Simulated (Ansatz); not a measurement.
# BaTi2V2O: relaxing a made-up structure, part 2 of 2

This structure for BaTi2V2O is made up. Its elements were placed in a known structure type with a cell scaled to their sizes. What cell does the guess relax to, and how far off was it?

Ansatz 0.2.0; DFT, PBE, plane-wave PAW, files of the set soft_1, scalar-relativistic, ferromagnetic start, cell and ions relaxed at zero pressure; PAW set soft_1 (the session's first sound run).

So far: Set-up; Relaxation of the guess. The relaxed cell has a = 4.261, c = 6.219 Å (conventional setting).

## Step 3: Bands of the relaxed cell

With the geometry fixed, one more self-consistent run, with a narrower smearing and the mesh shown in its input, gives the bands, and its pressure, and its forces where symmetry allows any, show how far the geometry depends on these settings.

This step: DFT, PBE, plane-wave PAW, files of the set soft_1, scalar-relativistic, ferromagnetic start, bands and density of states at the relaxed cell; PAW set soft_1 (Ansatz 0.2.0).

Contents of input.yaml:

```yaml
crystal:
  lattice:
    - [4.260569628, 0.0, 0.0]
    - [0.0, 4.260569628, 0.0]
    - [0.0, 0.0, 6.2193408433]
  atoms:
    - { symbol: Ba, position: [0.5, 0.5, 0.5] }
    - { symbol: V, position: [0.0, 0.0, 0.7371087281], spin: 2.0 }
    - { symbol: V, position: [0.0, 0.0, 0.2628912719], spin: 2.0 }
    - { symbol: Ti, position: [0.5, 0.0, 0.0] }
    - { symbol: Ti, position: [0.0, 0.5, 0.0] }
    - { symbol: O, position: [0.5, 0.5, 0.0] }
magnetization:
  spin_polarized: true
kpoints:
  mp_grid: { grid: [8, 8, 6] }
  band_path:
    path:
      - [[0.0, 0.0, 0.0], [0.0, 0.5, 0.0], [0.5, 0.5, 0.0], [0.0, 0.0, 0.0], [0.0, 0.0, 0.5], [0.0, 0.5, 0.5], [0.5, 0.5, 0.5], [0.0, 0.0, 0.5]]
      - [[0.0, 0.5, 0.0], [0.0, 0.5, 0.5]]
      - [[0.5, 0.5, 0.0], [0.5, 0.5, 0.5]]
    npoints: 8
scf:
  occupations: { method: fermi_dirac, width: 0.03 }
  n_extra_bands: 12
hamiltonian:
  xc: pbe
  pseudopotentials: { kind: paw, azcp: { folder: soft_1 } }
output:
  forces: true
  stress: true
  write_bands: true
  dos: { projected: true }
  write_density: true
  write_potential: true
  elf: true
  volumetric_format: npy
```

Command:

```bash
ansatz run input.yaml --threads 4 --pin off --max-ram 10240MiB --backend cpu --events-out ev --progress --plain --runs-dir out
```

Numbers of over 12 decimals in the logs are rounded to 6 here.

What it wrote:

```text
[...]
Crystal: 6 atoms, lattice volume = 112.896 Å³
Basis set: ecut = 420 eV, 2189 PW (Γ), exchange–correlation on 60×60×90 points (8 copies of the dense FFT grid, shifted against one another)
Bands: 45, of which v1, the nominal top of the filled ones, is band 33 counted from 1 (32 counted from 0)
Symmetry: 16 space group operations
[...]
k-points: 60 of 384
[...]
Starting moments: Σ|m| = 4 μB on 2 of 6 sites
[...]
SCF iter   1: F=—  HF=-17347.272160 eV  |F-HF|=—  |Δ(HF+E_count)|=         —  Δρ=9.06e-2 (↑8.57e-2 ↓9.06e-2)  dr2=7.11e1  dr2_m=7.55e-1  M=2.562 μB ∫|m|=2.909 μB  β_m=0.30  ethr=3.10e-3  ⟨swp⟩=6.7  Hψ=21742  notcnv=0
[...]
SCF iter  15: F=-17340.253177 eV  HF=-17340.253177 eV  |F-HF|=1.47e-8  |Δ(HF+E_count)|=   8.17e-8  Δρ=2.80e-6 (↑2.80e-6 ↓2.19e-6)  dr2=2.33e-8  dr2_m=1.08e-9  M=4.837 μB ∫|m|=5.576 μB  ethr=1.09e-10  ⟨swp⟩=12.6  Hψ=34827  notcnv=0
SCF 1 converged in 15 iterations: F = -17340.253177 eV  dr2 = 2.33e-8
[...]
the search or the solves at the SCF's close seem to have found levels that the self-consistency loop had missed (the run counts 1). By its estimate they hold under 1e-12 electrons; where the run keeps them, the occupations were computed again with them
NSCF: frozen V_eff on 75 k-points
SCF converged after 15 iterations
Magnetization: 4.8373 μB (35.4187 up, 30.5813 down)
Absolute magnetization: 5.5972 μB (∫|ρ↑−ρ↓|, with the PAW one-centre terms)
[...]
Per-site moments (μB) at R_I (Å): [(0.083200, 1.282739), (1.954232, 1.107727), (1.954232, 1.107727), (-0.121949, 0.878742485775), (-0.121949, 0.878742485775), (0.084427, 0.878742485775)]
Free energy (F): -17340.253177 eV
[...]
Internal energy: -17340.239120 eV  (E = F + TS)
E sigma→0 (E₀):  -17340.246149 eV
Entropy (-TS):   -0.014057 eV (-2.343 meV/atom)
Fermi energy:    11.934692 eV
[...]
--- Forces (eV/Å), atoms counted from 1 ---
  atom   1  Ba     0.00000000    -0.00000000     0.00000000
  atom   2  V      0.00000000     0.00000000     0.01314767
  atom   3  V      0.00000000     0.00000000    -0.01314767
  atom   4  Ti    -0.00000000     0.00000000     0.00000000
  atom   5  Ti     0.00000000     0.00000000     0.00000000
  atom   6  O      0.00000000     0.00000000     0.00000000
  max |Σ_I F_I| component: 1.73e-18 eV/Å
--- Stress (GPa, compression-positive) ---
       -0.129906       0.000000       0.000000
        0.000000      -0.129906       0.000000
        0.000000       0.000000      -0.170633
  P = ⅓ Tr σ = -0.1435 GPa (-1.435 kbar)
--- Band table (eV; the first three rows and the last of 120) ---
  k-point 0 ↑: bands = [... 29 lower, 10.8220, 10.8220, 11.3084, 11.3084, 11.3314, 11.3960, 11.8028, 12.7218, ... 8 higher]
  k-point 1 ↑: bands = [... 29 lower, 10.7585, 10.7585, 11.2547, 11.4385, 11.4662, 11.4662, 11.6968, 12.7461, ... 8 higher]
  k-point 2 ↑: bands = [... 29 lower, 10.6810, 10.6810, 10.9071, 11.3805, 11.5052, 11.7747, 11.7747, 12.7603, ... 8 higher]
  k-point 59 ↓: bands = [... 29 lower, 11.6974, 12.2978, 12.3902, 12.7425, 13.1759, 13.1759, 13.3888, 13.7027, ... 8 higher]
```

The job ended after 25 s (4 threads of Arm Neoverse V1, shared host; peak memory 0.78 GiB).

The column dr2 measures how far the density is from self-consistency, as an energy; F and HF (Harris–Foulkes) agree once it is small.

Numbers from this step:

```yaml
free_energy: -17340.2532 eV
energy_at_zero_smearing: -17340.2461 eV
smearing_term_ts: 0.01406 eV
fermi_energy: 11.93 eV
magnetization: 4.837 μB
absolute_magnetization: 5.597 μB
site_moments: 0.08320, 1.954, 1.954, -0.1219, -0.1219, 0.08443 μB
pressure: -0.1435 GPa
```

From bands.tsv, the bands that come nearest the Fermi level along the path, at its corners, in eV from the Fermi level:

```tsv
point	band_32_up	band_33_up	band_34_up	band_35_up	band_28_dn	band_29_dn	band_30_dn	band_31_dn
Γ	-0.63	-0.60	-0.54	-0.13	-0.59	-0.59	-0.08	0.34
X	-0.65	-0.31	0.15	0.36	-0.78	-0.42	-0.22	0.07
M	0.05	0.05	0.17	0.26	0.29	0.29	0.52	0.59
Γ	-0.63	-0.60	-0.54	-0.13	-0.59	-0.59	-0.08	0.34
Z	-0.65	-0.52	0.03	0.03	-0.73	-0.58	-0.53	-0.53
R	-0.73	-0.69	-0.60	0.29	-0.67	-0.30	-0.10	0.30
A	-0.51	-0.36	-0.36	-0.36	-0.24	-0.24	0.36	0.46
Z	-0.65	-0.52	0.03	0.03	-0.73	-0.58	-0.53	-0.53
X	-0.65	-0.31	0.15	0.36	-0.78	-0.42	-0.22	0.07
R	-0.73	-0.69	-0.60	0.29	-0.67	-0.30	-0.10	0.30
M	0.05	0.05	0.17	0.26	0.29	0.29	0.52	0.59
A	-0.51	-0.36	-0.36	-0.36	-0.24	-0.24	0.36	0.46
```

Spin density in the ac plane at fractional y = 0.500, with atoms of Ba and Ti and O within 0.2 Å of it.

Values in e/Å³, 20 rows by 14 columns, each cell a mean:
```
-0.10 -0.06 -0.02  0.00  0.00  0.03  0.10  0.16  0.07  0.01  0.00 -0.01 -0.03 -0.08
-0.08 -0.04 -0.01  0.00  0.00  0.01  0.05  0.07  0.03  0.01  0.00  0.00 -0.02 -0.05
-0.05 -0.03 -0.01  0.00  0.00  0.00  0.01  0.01  0.01  0.00  0.00  0.00 -0.01 -0.04
-0.02 -0.01  0.00  0.00  0.00  0.00  0.00  0.00  0.00  0.00  0.00  0.00 -0.01 -0.01
-0.01  0.00  0.00  0.00  0.00  0.00  0.00  0.00  0.00  0.00  0.00  0.00  0.00  0.00
 0.00  0.00  0.00  0.00  0.00  0.00  0.00  0.00  0.00  0.00  0.00  0.00  0.00  0.00
 0.00  0.00  0.00  0.00  0.00  0.00  0.00  0.00  0.00  0.00  0.00  0.00  0.00  0.00
 0.00  0.00  0.00  0.00  0.00  0.01  0.01  0.01  0.01  0.00  0.00  0.00  0.00  0.00
 0.00  0.00  0.00  0.00  0.00  0.01  0.01  0.01  0.01  0.01  0.00  0.00  0.00  0.00
 0.00  0.00  0.00  0.00  0.00  0.01  0.01  0.01  0.01  0.01  0.00  0.00  0.00  0.00
 0.00  0.00  0.00  0.00  0.00  0.01  0.01  0.01  0.01  0.01  0.00  0.00  0.00  0.00
 0.00  0.00  0.00  0.00  0.00  0.01  0.01  0.01  0.01  0.01  0.00  0.00  0.00  0.00
 0.00  0.00  0.00  0.00  0.00  0.00  0.00  0.00  0.00  0.00  0.00  0.00  0.00  0.00
 0.00  0.00  0.00  0.00  0.00  0.00  0.00  0.00  0.00  0.00  0.00  0.00  0.00  0.00
 0.00  0.00  0.00  0.00  0.00  0.00  0.00  0.00  0.00  0.00  0.00  0.00  0.00  0.00
-0.01 -0.01  0.00  0.00  0.00  0.00  0.00  0.00  0.00  0.00  0.00  0.00  0.00 -0.01
-0.04 -0.02 -0.01  0.00  0.00  0.00  0.00  0.00  0.00  0.00  0.00  0.00 -0.01 -0.03
-0.07 -0.04 -0.01  0.00  0.00  0.01  0.02  0.03  0.02  0.00  0.00  0.00 -0.02 -0.05
-0.08 -0.05 -0.01  0.00  0.00  0.02  0.09  0.13  0.06  0.01  0.00  0.00 -0.02 -0.06
-0.13 -0.10 -0.03 -0.01  0.00  0.03  0.11  0.17  0.08  0.01  0.00 -0.01 -0.06 -0.11
```
Columns run along a (4.3 Å), rows up along c (6.2 Å). Atoms in or near the plane, at fractional coordinates: Ba at (0.50, 0.50), Ti at (0.00, 0.00), O at (0.50, 0.00).

ELF in the ac plane at fractional y = 0.500, with atoms of Ba and Ti and O within 0.2 Å of it. It is the smooth field of the valence electrons, not physical close to the nuclei.

Values, 20 rows by 14 columns, each cell a mean:
```
0.68 0.73 0.51 0.16 0.50 0.80 0.69 0.58 0.74 0.76 0.31 0.21 0.66 0.72
0.68 0.57 0.24 0.09 0.39 0.73 0.79 0.78 0.78 0.65 0.24 0.09 0.39 0.63
0.35 0.22 0.07 0.07 0.21 0.47 0.62 0.66 0.59 0.37 0.14 0.05 0.12 0.28
0.22 0.19 0.14 0.11 0.10 0.15 0.20 0.22 0.19 0.13 0.10 0.12 0.16 0.21
0.44 0.39 0.27 0.14 0.07 0.05 0.05 0.05 0.05 0.06 0.09 0.18 0.33 0.41
0.55 0.45 0.25 0.13 0.13 0.25 0.36 0.39 0.33 0.20 0.12 0.15 0.33 0.50
0.44 0.33 0.17 0.18 0.40 0.67 0.78 0.80 0.75 0.58 0.31 0.15 0.22 0.38
0.27 0.19 0.14 0.37 0.72 0.84 0.81 0.77 0.83 0.82 0.61 0.25 0.14 0.22
0.17 0.12 0.18 0.54 0.82 0.72 0.33 0.18 0.46 0.82 0.76 0.40 0.13 0.14
0.13 0.11 0.22 0.62 0.84 0.54 0.06 0.02 0.15 0.75 0.79 0.47 0.14 0.11
0.15 0.11 0.20 0.58 0.83 0.65 0.17 0.06 0.31 0.80 0.78 0.43 0.13 0.12
0.22 0.16 0.16 0.45 0.77 0.82 0.67 0.57 0.73 0.84 0.68 0.31 0.13 0.18
0.38 0.27 0.15 0.24 0.55 0.78 0.84 0.85 0.83 0.72 0.43 0.17 0.18 0.31
0.52 0.42 0.22 0.13 0.20 0.40 0.53 0.57 0.50 0.32 0.16 0.14 0.30 0.47
0.52 0.46 0.29 0.14 0.08 0.08 0.11 0.12 0.10 0.08 0.09 0.18 0.36 0.49
0.28 0.25 0.19 0.12 0.09 0.09 0.11 0.12 0.10 0.08 0.10 0.14 0.22 0.26
0.24 0.16 0.08 0.08 0.15 0.33 0.46 0.50 0.43 0.26 0.12 0.07 0.11 0.20
0.59 0.44 0.15 0.07 0.32 0.66 0.77 0.78 0.75 0.56 0.20 0.06 0.26 0.51
0.70 0.70 0.43 0.13 0.47 0.79 0.74 0.67 0.77 0.74 0.29 0.16 0.58 0.71
0.61 0.74 0.60 0.19 0.53 0.79 0.58 0.38 0.68 0.78 0.34 0.27 0.72 0.70
```
Columns run along a (4.3 Å), rows up along c (6.2 Å). Atoms in or near the plane, at fractional coordinates: Ba at (0.50, 0.50), Ti at (0.00, 0.00), O at (0.50, 0.00).

Valence density in the ac plane at fractional y = 0.500, with atoms of Ba and Ti and O within 0.2 Å of it. It is the smooth field of the valence electrons, not physical close to the nuclei.

Values in e/Å³, 20 rows by 14 columns, each cell a mean:
```
 9  6  2  0  1  2  5  6  4  1  0  1  3  8
 4  3  1  0  0  1  2  2  2  1  0  0  1  3
 1  1  0  0  0  0  0  1  0  0  0  0  0  1
 0  0  0  0  0  0  0  0  0  0  0  0  0  0
 0  0  0  0  0  0  0  0  0  0  0  0  0  0
 0  0  0  0  0  0  0  0  0  0  0  0  0  0
 0  0  0  0  0  1  1  1  1  0  0  0  0  0
 0  0  0  0  1  1  1  1  1  1  0  0  0  0
 0  0  0  0  1  1  1  1  1  1  1  0  0  0
 0  0  0  0  1  1  1  1  1  1  1  0  0  0
 0  0  0  0  1  1  1  1  1  1  1  0  0  0
 0  0  0  0  1  1  1  1  1  1  1  0  0  0
 0  0  0  0  0  1  1  1  1  1  0  0  0  0
 0  0  0  0  0  0  0  0  0  0  0  0  0  0
 0  0  0  0  0  0  0  0  0  0  0  0  0  0
 0  0  0  0  0  0  0  0  0  0  0  0  0  0
 0  0  0  0  0  0  0  0  0  0  0  0  0  0
 2  1  0  0  0  1  1  1  1  0  0  0  1  2
 8  5  1  0  1  2  4  5  3  1  0  1  3  6
11  8  2  1  1  3  6  8  5  2  1  1  4  9
```
Columns run along a (4.3 Å), rows up along c (6.2 Å). Atoms in or near the plane, at fractional coordinates: Ba at (0.50, 0.50), Ti at (0.00, 0.00), O at (0.50, 0.00).

## Step 4: Summary of results

| Property | Result |
| --- | --- |
| space group, relaxed | P4/mmm |
| conventional cell | a = 4.261, b = 4.261, c = 6.219 Å; α = 90.0°, β = 90.0°, γ = 90.0° |
| volume per atom | 18.82 Å³ (guess 18.71) |
| total moment | 4.92 μB in the cell of 6 atoms |

BaTi2V2O relaxes to P4/mmm with a = 4.261, b = 4.261 and c = 6.219 Å. The guessed volume was near the relaxed one. The space group P4/mmm was held in the relaxation, so the end point is a stationary structure within it and may be a saddle against distortions or other arrangements. The input starts from parallel moments, and no other start was typed. Bands cross the Fermi level, so it is a metal or semimetal at this level. On the 8×8×6 mesh with the narrower smearing (relaxed on 7×7×4) the largest force component is 0.013 eV/Å and the largest stress component is 0.171 GPa, against the relaxation's thresholds of 0.015 eV/Å and 0.05 GPa. The cutoff wasn't tested. A vector of the cell changed its length by 11 %, more than the volume shows. Spin-orbit coupling is left out, which can matter for elements this heavy. No dispersion term is used, so weakly bound directions may come out too long. Nothing here tests whether the compound is stable against decomposition.

[Logs are printed without paths, hosts, clocks, repeated set-up lines and the standing remarks that a program may print on its own settings, such as how far it seeks lower states.]

[Hosts, paths, dates, database ids (printed as entryN), source tags and the programs' standing remarks are cut or masked in the printed files.]
